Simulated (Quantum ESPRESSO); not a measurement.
**Magnetic state of KMnF3 from several starts**

Aim: find out which collinear order of KMnF3 costs least.

Main program and level: Quantum ESPRESSO 7.5; PBEsol; plane waves with GBRV 1.5 PBEsol potentials, no spin-orbit coupling.

### Step 1. The starting structure

The structure is cubic, space group Pm-3m (No. 221). Conventional cell: a = 4.189 Å, b = 4.189 Å, c = 4.189 Å, α = 90.00°, β = 90.00°, γ = 90.00°. Nearest to K lie 12 F at 2.96 Å. Mn has 6 F at 2.09 Å nearest. Nearest to F lie 2 Mn at 2.09 Å and 4 K at 2.96 Å. Farther neighbours and most contacts between anions are not listed.

The cell comes from the Crystallography Open Database.

### Step 2. Start 1: ferro +

The signs are those of the starting moments on the seeded atoms, the atoms that are given a moment.

File pw.in:

```
&CONTROL
  calculation = 'scf'
  prefix = 'pwscf'
  outdir = './tmp'
  pseudo_dir = './pseudo'
  disk_io = 'nowf'
/
&SYSTEM
  ibrav = 0
  celldm(1) = 8
  nat = 5
  ntyp = 3
  ecutwfc = 40
  ecutrho = 280
  nbnd = 34
  occupations = 'smearing'
  smearing = 'fd'
  degauss = 0.00367493
  nspin = 2
  starting_magnetization(1) = 0
  starting_magnetization(2) = 0.3
  starting_magnetization(3) = 0
/
&ELECTRONS
  conv_thr = 1d-08
  electron_maxstep = 150
  mixing_beta = 0.3
/
ATOMIC_SPECIES
K      39.0983 k_pbesol_v1.4.uspp.F.UPF
Mn     54.9380 mn_pbesol_v1.5.uspp.F.UPF
F      18.9984 f_pbesol_v1.4.uspp.F.UPF
CELL_PARAMETERS alat
   0.9895787067368    0.0000000000000    0.0000000000000
   0.0000000000000    0.9895787067368    0.0000000000000
   0.0000000000000    0.0000000000000    0.9895787067368
ATOMIC_POSITIONS crystal
K       0.5000000000    0.5000000000    0.5000000000
Mn      0.0000000000    0.0000000000    0.0000000000
F       0.5000000000    0.0000000000    0.0000000000
F       0.0000000000    0.5000000000    0.0000000000
F       0.0000000000    0.0000000000    0.5000000000
K_POINTS automatic
6 6 6 0 0 0
```

The run is started by

```bash
> OMP_NUM_THREADS=1 mpirun -n 4 pw.x -nk 4 -in pw.in > pw.out
```

The log of the run:

```text
Program PWSCF v.7.5 starts

     Message from routine setup:
     using ibrav=0 with symmetry is DISCOURAGED, use correct ibrav instead

     K-points division:     npool     =       4
     Subspace diagonalization in iterative solution of the eigenvalue problem:

     G-vector sticks info
     --------------------
     sticks:   dense  smooth     PW     G-vecs:    dense   smooth      PW
     Sum        1389     793    241                39127    17071    2945

     Using Slab Decomposition

     bravais-lattice index     =            0
     lattice parameter (alat)  =       8.0000  a.u.
     unit-cell volume          =     496.1591 (a.u.)^3
     number of atoms/cell      =            5
     number of atomic types    =            3
     number of electrons       =        45.00
     number of Kohn-Sham states=           34
     kinetic-energy cutoff     =      40.0000  Ry
     charge density cutoff     =     280.0000  Ry
     scf convergence threshold =      1.0E-08
     mixing beta               =       0.3000
     number of iterations used =            8  plain     mixing
     Exchange-correlation= SLA  PW   PSX  PSC
                           (   1   4  10   8   0   0   0)

     celldm(1)=   8.000000  celldm(2)=   0.000000  celldm(3)=   0.000000
     celldm(4)=   0.000000  celldm(5)=   0.000000  celldm(6)=   0.000000

     crystal axes: (cart. coord. in units of alat)
               a(1) = (   0.989579   0.000000   0.000000 )
               a(2) = (   0.000000   0.989579   0.000000 )
               a(3) = (   0.000000   0.000000   0.989579 )

     reciprocal axes: (cart. coord. in units 2 pi/alat)
               b(1) = (  1.010531  0.000000  0.000000 )
               b(2) = (  0.000000  1.010531  0.000000 )
               b(3) = (  0.000000  0.000000  1.010531 )

     PseudoPot. # 1 for K  read from file:
     k_pbesol_v1.4.uspp.F.UPF
     Pseudo is Ultrasoft + core correction, Zval =  9.0
     Generated by new atomic code, or converted to UPF format
     Using radial grid of  841 points,  6 beta functions with:
                l(1) =   0
                l(2) =   0
                l(3) =   1
                l(4) =   1
                l(5) =   2
                l(6) =   2
     Q(r) pseudized with  6 coefficients,  rinner =    1.500   1.500   1.500
                                                       1.500   1.500

     PseudoPot. # 2 for Mn read from file:
     mn_pbesol_v1.5.uspp.F.UPF
     Pseudo is Ultrasoft + core correction, Zval = 15.0
     Generated by new atomic code, or converted to UPF format
     Using radial grid of  859 points,  6 beta functions with:
                l(1) =   0
                l(2) =   0
                l(3) =   1
                l(4) =   1
                l(5) =   2
                l(6) =   2
     Q(r) pseudized with  8 coefficients,  rinner =    0.950   0.950   0.950
                                                       0.950   0.950

     PseudoPot. # 3 for F  read from file:
     f_pbesol_v1.4.uspp.F.UPF
     Pseudo is Ultrasoft, Zval =  7.0
     Generated by new atomic code, or converted to UPF format
     Using radial grid of  799 points,  4 beta functions with:
                l(1) =   0
                l(2) =   0
                l(3) =   1
                l(4) =   1
     Q(r) pseudized with  8 coefficients,  rinner =    0.950   0.950   0.950

     atomic species   valence    mass     pseudopotential
     K                 9.00    39.09830     K ( 1.00)
     Mn               15.00    54.93800     Mn( 1.00)
     F                 7.00    18.99840     F ( 1.00)

     Starting magnetic structure
     atomic species   magnetization
     K               0.000
     Mn              0.300
     F               0.000

     48 Sym. Ops., with inversion, found

   Cartesian axes

     site n.     atom                  positions (alat units)
         1        K      tau(   1) = (   0.4947894   0.4947894   0.4947894  )
         2        Mn     tau(   2) = (   0.0000000   0.0000000   0.0000000  )
         3        F      tau(   3) = (   0.4947894   0.0000000   0.0000000  )
         4        F      tau(   4) = (   0.0000000   0.4947894   0.0000000  )
         5        F      tau(   5) = (   0.0000000   0.0000000   0.4947894  )

     number of k points=    20  Fermi-Dirac smearing, width (Ry)=  0.0037
                       cart. coord. in units 2pi/alat
        k(    1) = (   0.0000000   0.0000000   0.0000000), wk =   0.0046296
        k(    2) = (   0.0000000   0.0000000   0.1684218), wk =   0.0277778
        k(    3) = (   0.0000000   0.0000000   0.3368437), wk =   0.0277778
        k(    4) = (   0.0000000   0.0000000  -0.5052655), wk =   0.0138889
        k(    5) = (   0.0000000   0.1684218   0.1684218), wk =   0.0555556
        [... 15 further k-points ...]

     Dense  grid:    39127 G-vectors     FFT dimensions: (  45,  45,  45)

     Smooth grid:    17071 G-vectors     FFT dimensions: (  32,  32,  32)

     Check: negative core charge=   -0.000025
     Generating pointlists ...
     new r_m :   0.2886 (alat units)  2.3091 (a.u.) for type    1
     new r_m :   0.2041 (alat units)  1.6328 (a.u.) for type    2
     new r_m :   0.2041 (alat units)  1.6328 (a.u.) for type    3

     Initial potential from superposition of free atoms

     starting charge      43.9963, renormalised to      45.0000
     Starting wfcs are   33 randomized atomic wfcs +    1 random wfcs

     Self-consistent Calculation

     iteration #  1     ecut=    40.00 Ry     beta= 0.30
     Davidson diagonalization with overlap
     ethr =  1.00E-02,  avg # of iterations =  6.4

     Threshold (ethr) on eigenvalues was too large:
     Diagonalizing with lowered threshold

     Davidson diagonalization with overlap
     ethr =  9.52E-04,  avg # of iterations =  1.5

     total energy              =    -413.89791500 Ry
     estimated scf accuracy    <       0.44397190 Ry

     total magnetization       =     4.94 Bohr mag/cell
     absolute magnetization    =     4.94 Bohr mag/cell

     iteration #  2     ecut=    40.00 Ry     beta= 0.30
     Davidson diagonalization with overlap
     ethr =  9.87E-04,  avg # of iterations =  2.3

     total energy              =    -413.98095266 Ry
     estimated scf accuracy    <       0.04022688 Ry

     total magnetization       =     5.00 Bohr mag/cell
     absolute magnetization    =     5.00 Bohr mag/cell

     iteration #  3     ecut=    40.00 Ry     beta= 0.30
     Davidson diagonalization with overlap
     ethr =  8.94E-05,  avg # of iterations =  5.4

     negative rho (up, down):  0.000E+00 3.533E-04

     total energy              =    -413.98501199 Ry
     estimated scf accuracy    <       0.01680680 Ry

     total magnetization       =     5.00 Bohr mag/cell
     absolute magnetization    =     5.00 Bohr mag/cell

     [... further iterations left out ...]

     iteration #  8     ecut=    40.00 Ry     beta= 0.30
     Davidson diagonalization with overlap
     ethr =  1.17E-08,  avg # of iterations =  2.8

     negative rho (up, down):  0.000E+00 6.518E-04

     total energy              =    -413.98728221 Ry
     estimated scf accuracy    <       0.00000409 Ry

     total magnetization       =     5.00 Bohr mag/cell
     absolute magnetization    =     5.01 Bohr mag/cell

     iteration #  9     ecut=    40.00 Ry     beta= 0.30
     Davidson diagonalization with overlap
     ethr =  9.08E-09,  avg # of iterations =  1.9

     negative rho (up, down):  0.000E+00 6.500E-04

     total energy              =    -413.98728257 Ry
     estimated scf accuracy    <       0.00000041 Ry

     total magnetization       =     5.00 Bohr mag/cell
     absolute magnetization    =     5.01 Bohr mag/cell

     iteration # 10     ecut=    40.00 Ry     beta= 0.30
     Davidson diagonalization with overlap
     ethr =  9.22E-10,  avg # of iterations =  3.0

     negative rho (up, down):  0.000E+00 6.499E-04

     total energy              =    -413.98728275 Ry
     estimated scf accuracy    <       0.00000022 Ry

     total magnetization       =     5.00 Bohr mag/cell
     absolute magnetization    =     5.01 Bohr mag/cell

     iteration # 11     ecut=    40.00 Ry     beta= 0.30
     Davidson diagonalization with overlap
     ethr =  4.97E-10,  avg # of iterations =  2.4

     negative rho (up, down):  0.000E+00 6.498E-04

     Magnetic moment per site  (integrated on atomic sphere of radius R)
     atom   1 (R=0.289)  charge=  7.7088  magn=  0.0005
     atom   2 (R=0.204)  charge= 12.3444  magn=  4.1531
     atom   3 (R=0.204)  charge=  6.6676  magn=  0.0786
     atom   4 (R=0.204)  charge=  6.6676  magn=  0.0786
     atom   5 (R=0.204)  charge=  6.6676  magn=  0.0786

     End of self-consistent calculation

     [... lines left out ...]
     the Fermi energy is     7.9952 ev

!    total energy              =    -413.98728285 Ry
     estimated scf accuracy    <          7.3E-09 Ry
     smearing contrib. (-TS)   =      -0.00000004 Ry
     internal energy E=F+TS    =    -413.98728281 Ry

     The total energy is F=E-TS. E is the sum of the following terms:
     one-electron contribution =    -248.08414979 Ry
     hartree contribution      =     144.13415377 Ry
     xc contribution           =     -63.25167512 Ry
     ewald contribution        =    -246.78561166 Ry

     total magnetization       =     5.00 Bohr mag/cell
     absolute magnetization    =     5.01 Bohr mag/cell

     convergence has been achieved in  11 iterations

=------------------------------------------------------------------------------=
   JOB DONE.
=------------------------------------------------------------------------------=
```

Wall time 9.2 s (4 MPI ranks of AMD EPYC 9R14 (Zen 4), shared host); peak memory 0.47 GiB; 36 s of CPU time.

Spin moment in the atom's sphere by atom:

| atom | spin moment in the atom's sphere (μB) |
| --- | --- |
| K1 | 0.00 |
| Mn2 | 4.15 |
| F3 | 0.08 |
| F4 | 0.08 |
| F5 | 0.08 |

Read from the output:

```yaml
smearing_term_ts: 5.63e-7 eV
magnetization: 5 μB
absolute_magnetization: 5.006 μB
final_state: ferromagnetic
```

### Step 3. Run 2, typed as antiferro q=(0,1/2,1/2) +−

This order needs a doubled cell of 10 atoms. The wavevector q is in fractions of the reciprocal vectors of the crystal's primitive cell, as the cells of these inputs are built from it; moments change sign between cells as cos(2π q·R).

File pw.in:

```
&CONTROL
  calculation = 'scf'
  prefix = 'pwscf'
  outdir = './tmp'
  pseudo_dir = './pseudo'
  disk_io = 'nowf'
/
&SYSTEM
  ibrav = 0
  celldm(1) = 8
  nat = 10
  ntyp = 4
  ecutwfc = 40
  ecutrho = 280
  nbnd = 59
  occupations = 'smearing'
  smearing = 'fd'
  degauss = 0.00367493
  nspin = 2
  starting_magnetization(1) = 0
  starting_magnetization(2) = 0.3
  starting_magnetization(3) = -0.3
  starting_magnetization(4) = 0
/
&ELECTRONS
  conv_thr = 2d-08
  electron_maxstep = 150
  mixing_beta = 0.3
/
ATOMIC_SPECIES
K      39.0983 k_pbesol_v1.4.uspp.F.UPF
Mn1    54.9380 mn_pbesol_v1.5.uspp.F.UPF
Mn2    54.9380 mn_pbesol_v1.5.uspp.F.UPF
F      18.9984 f_pbesol_v1.4.uspp.F.UPF
CELL_PARAMETERS alat
   0.9895787067368    0.0000000000000    0.0000000000000
   0.0000000000000    1.9791574134737    0.0000000000000
   0.0000000000000    0.9895787067368    0.9895787067368
ATOMIC_POSITIONS crystal
K       0.5000000000    0.0000000000    0.5000000000
K       0.5000000000    0.5000000000    0.5000000000
Mn1     0.0000000000    0.0000000000    0.0000000000
Mn2     0.0000000000    0.5000000000    0.0000000000
F       0.5000000000    0.0000000000    0.0000000000
F       0.5000000000    0.5000000000    0.0000000000
F       0.0000000000    0.2500000000    0.0000000000
F       0.0000000000    0.7500000000    0.0000000000
F       0.0000000000    0.7500000000    0.5000000000
F       0.0000000000    0.2500000000    0.5000000000
K_POINTS automatic
6 3 6 0 0 0
```

The log of the run:

```text
[banner, memory and clock lines left out]
Program PWSCF v.7.5 starts

     Message from routine setup:
     using ibrav=0 with symmetry is DISCOURAGED, use correct ibrav instead

     bravais-lattice index     =            0
     lattice parameter (alat)  =       8.0000  a.u.
     unit-cell volume          =     992.3183 (a.u.)^3
     number of atoms/cell      =           10
     number of atomic types    =            4
     number of electrons       =        90.00
     number of Kohn-Sham states=           59
     kinetic-energy cutoff     =      40.0000  Ry
     charge density cutoff     =     280.0000  Ry
     scf convergence threshold =      2.0E-08
     mixing beta               =       0.3000
     number of iterations used =            8  plain     mixing
     Exchange-correlation= SLA  PW   PSX  PSC
                           (   1   4  10   8   0   0   0)

     celldm(1)=   8.000000  celldm(2)=   0.000000  celldm(3)=   0.000000
     celldm(4)=   0.000000  celldm(5)=   0.000000  celldm(6)=   0.000000

     crystal axes: (cart. coord. in units of alat)
               a(1) = (   0.989579   0.000000   0.000000 )
               a(2) = (   0.000000   1.979157   0.000000 )
               a(3) = (   0.000000   0.989579   0.989579 )

     reciprocal axes: (cart. coord. in units 2 pi/alat)
               b(1) = (  1.010531  0.000000  0.000000 )
               b(2) = (  0.000000  0.505266 -0.505266 )
               b(3) = (  0.000000  0.000000  1.010531 )

     PseudoPot. # 1 for K  read from file:
     k_pbesol_v1.4.uspp.F.UPF
     Pseudo is Ultrasoft + core correction, Zval =  9.0

     PseudoPot. # 2 for Mn read from file:
     mn_pbesol_v1.5.uspp.F.UPF
     Pseudo is Ultrasoft + core correction, Zval = 15.0

     PseudoPot. # 3 for Mn read from file:
     mn_pbesol_v1.5.uspp.F.UPF
     Pseudo is Ultrasoft + core correction, Zval = 15.0

     PseudoPot. # 4 for F  read from file:
     f_pbesol_v1.4.uspp.F.UPF
     Pseudo is Ultrasoft, Zval =  7.0

     atomic species   valence    mass     pseudopotential
     K                 9.00    39.09830     K ( 1.00)
     Mn1              15.00    54.93800     Mn( 1.00)
     Mn2              15.00    54.93800     Mn( 1.00)
     F                 7.00    18.99840     F ( 1.00)

     Starting magnetic structure
     atomic species   magnetization
     K               0.000
     Mn1             0.300
     Mn2            -0.300
     F               0.000

     16 Sym. Ops., with inversion, found

   Cartesian axes

     site n.     atom                  positions (alat units)
         1        K      tau(   1) = (   0.4947894   0.4947894   0.4947894  )
         2        K      tau(   2) = (   0.4947894   1.4843681   0.4947894  )
         3        Mn1    tau(   3) = (   0.0000000   0.0000000   0.0000000  )
         4        Mn2    tau(   4) = (   0.0000000   0.9895787   0.0000000  )
         5        F      tau(   5) = (   0.4947894   0.0000000   0.0000000  )
         6        F      tau(   6) = (   0.4947894   0.9895787   0.0000000  )
         7        F      tau(   7) = (   0.0000000   0.4947894   0.0000000  )
         8        F      tau(   8) = (   0.0000000   1.4843681   0.0000000  )
         9        F      tau(   9) = (   0.0000000   1.9791574   0.4947894  )
        10        F      tau(  10) = (   0.0000000   0.9895787   0.4947894  )

     number of k points=    24  Fermi-Dirac smearing, width (Ry)=  0.0037
                       cart. coord. in units 2pi/alat
        k(    1) = (   0.0000000   0.0000000   0.0000000), wk =   0.0092593
        k(    2) = (   0.0000000   0.0000000   0.1684218), wk =   0.0370370
        k(    3) = (   0.0000000   0.0000000   0.3368437), wk =   0.0370370
        k(    4) = (   0.0000000   0.0000000  -0.5052655), wk =   0.0092593
        k(    5) = (   0.0000000   0.1684218  -0.1684218), wk =   0.0370370
        [... 19 further k-points ...]

     Dense  grid:    78483 G-vectors     FFT dimensions: (  45,  90,  60)

     Smooth grid:    34035 G-vectors     FFT dimensions: (  32,  64,  45)

     Check: negative core charge=   -0.000025
     Generating pointlists ...
     new r_m :   0.2886 (alat units)  2.3091 (a.u.) for type    1
     new r_m :   0.2041 (alat units)  1.6328 (a.u.) for type    2
     new r_m :   0.2041 (alat units)  1.6328 (a.u.) for type    3
     new r_m :   0.2041 (alat units)  1.6328 (a.u.) for type    4

     Initial potential from superposition of free atoms

     starting charge      87.9925, renormalised to      90.0000
     Starting wfcs are   66 randomized atomic wfcs

     Self-consistent Calculation

     iteration #  1     ecut=    40.00 Ry     beta= 0.30
     Davidson diagonalization with overlap
     ethr =  1.00E-02,  avg # of iterations =  7.0

     Threshold (ethr) on eigenvalues was too large:
     Diagonalizing with lowered threshold

     Davidson diagonalization with overlap
     ethr =  8.46E-04,  avg # of iterations =  2.3

     total energy              =    -827.83846998 Ry
     estimated scf accuracy    <       0.79957106 Ry

     total magnetization       =     0.00 Bohr mag/cell
     absolute magnetization    =     9.48 Bohr mag/cell

     iteration #  2     ecut=    40.00 Ry     beta= 0.30
     Davidson diagonalization with overlap
     ethr =  8.88E-04,  avg # of iterations =  2.1

     total energy              =    -827.96787727 Ry
     estimated scf accuracy    <       0.07924728 Ry

     total magnetization       =    -0.00 Bohr mag/cell
     absolute magnetization    =     9.55 Bohr mag/cell

     [... further iterations left out ...]

     iteration # 10     ecut=    40.00 Ry     beta= 0.30
     Davidson diagonalization with overlap
     ethr =  2.52E-10,  avg # of iterations =  4.0

     negative rho (up, down):  4.697E-04 4.697E-04

     total energy              =    -827.98308840 Ry
     estimated scf accuracy    <       0.00000021 Ry

     total magnetization       =    -0.00 Bohr mag/cell
     absolute magnetization    =     9.61 Bohr mag/cell

     iteration # 11     ecut=    40.00 Ry     beta= 0.30
     Davidson diagonalization with overlap
     ethr =  2.29E-10,  avg # of iterations =  3.1

     negative rho (up, down):  4.696E-04 4.696E-04

     Magnetic moment per site  (integrated on atomic sphere of radius R)
     atom   1 (R=0.289)  charge=  7.7089  magn= -0.0000
     atom   2 (R=0.289)  charge=  7.7089  magn=  0.0000
     atom   3 (R=0.204)  charge= 12.3483  magn=  4.1104
     atom   4 (R=0.204)  charge= 12.3483  magn= -4.1104
     atom   5 (R=0.204)  charge=  6.6667  magn=  0.0737
     atom   6 (R=0.204)  charge=  6.6667  magn= -0.0737
     atom   7 (R=0.204)  charge=  6.6659  magn= -0.0000
     atom   8 (R=0.204)  charge=  6.6659  magn= -0.0000
     atom   9 (R=0.204)  charge=  6.6660  magn= -0.0000
     atom  10 (R=0.204)  charge=  6.6660  magn= -0.0000

     End of self-consistent calculation

     [... lines left out ...]
     the Fermi energy is     7.9245 ev

!    total energy              =    -827.98308854 Ry
     estimated scf accuracy    <          5.6E-09 Ry
     smearing contrib. (-TS)   =      -0.00000000 Ry
     internal energy E=F+TS    =    -827.98308854 Ry

     The total energy is F=E-TS. E is the sum of the following terms:
     one-electron contribution =    -496.23369562 Ry
     hartree contribution      =     288.29958237 Ry
     xc contribution           =    -126.47775197 Ry
     ewald contribution        =    -493.57122332 Ry

     total magnetization       =     0.00 Bohr mag/cell
     absolute magnetization    =     9.61 Bohr mag/cell

     convergence has been achieved in  11 iterations
```

Run time: 54 s. Hardware: 4 MPI ranks; peak memory 0.75 GiB.

Spin moment in the atom's sphere by atom:

| atom | spin moment in the atom's sphere (μB) |
| --- | --- |
| K1 | 0.00 |
| K2 | 0.00 |
| Mn3 | 4.11 |
| Mn4 | -4.11 |
| F5 | 0.07 |
| F6 | -0.07 |
| F7 | 0.00 |
| F8 | 0.00 |
| F9 | 0.00 |
| F10 | 0.00 |

This step gave:

```
smearing term TS       : 2.70e-9 eV
magnetization          : 0 μB
absolute magnetization : 9.613 μB
final state            : antiferromagnetic
```

[end of part 1 of 2]

[Logs and program files are shortened in this print: banners, set-up blocks, solver, clock and traceback lines can be left out without a mark of their own.]

[Logs are printed without paths, hosts, clocks, repeated set-up lines and the standing remarks that a program may print on its own settings, such as how far it seeks lower states.]

[Hosts, paths, dates, database ids (printed as entryN), source tags and the programs' standing remarks are cut or masked in the printed files.]

[Where a cell is said to come from a database of computed structures, the database is the Materials Project.]
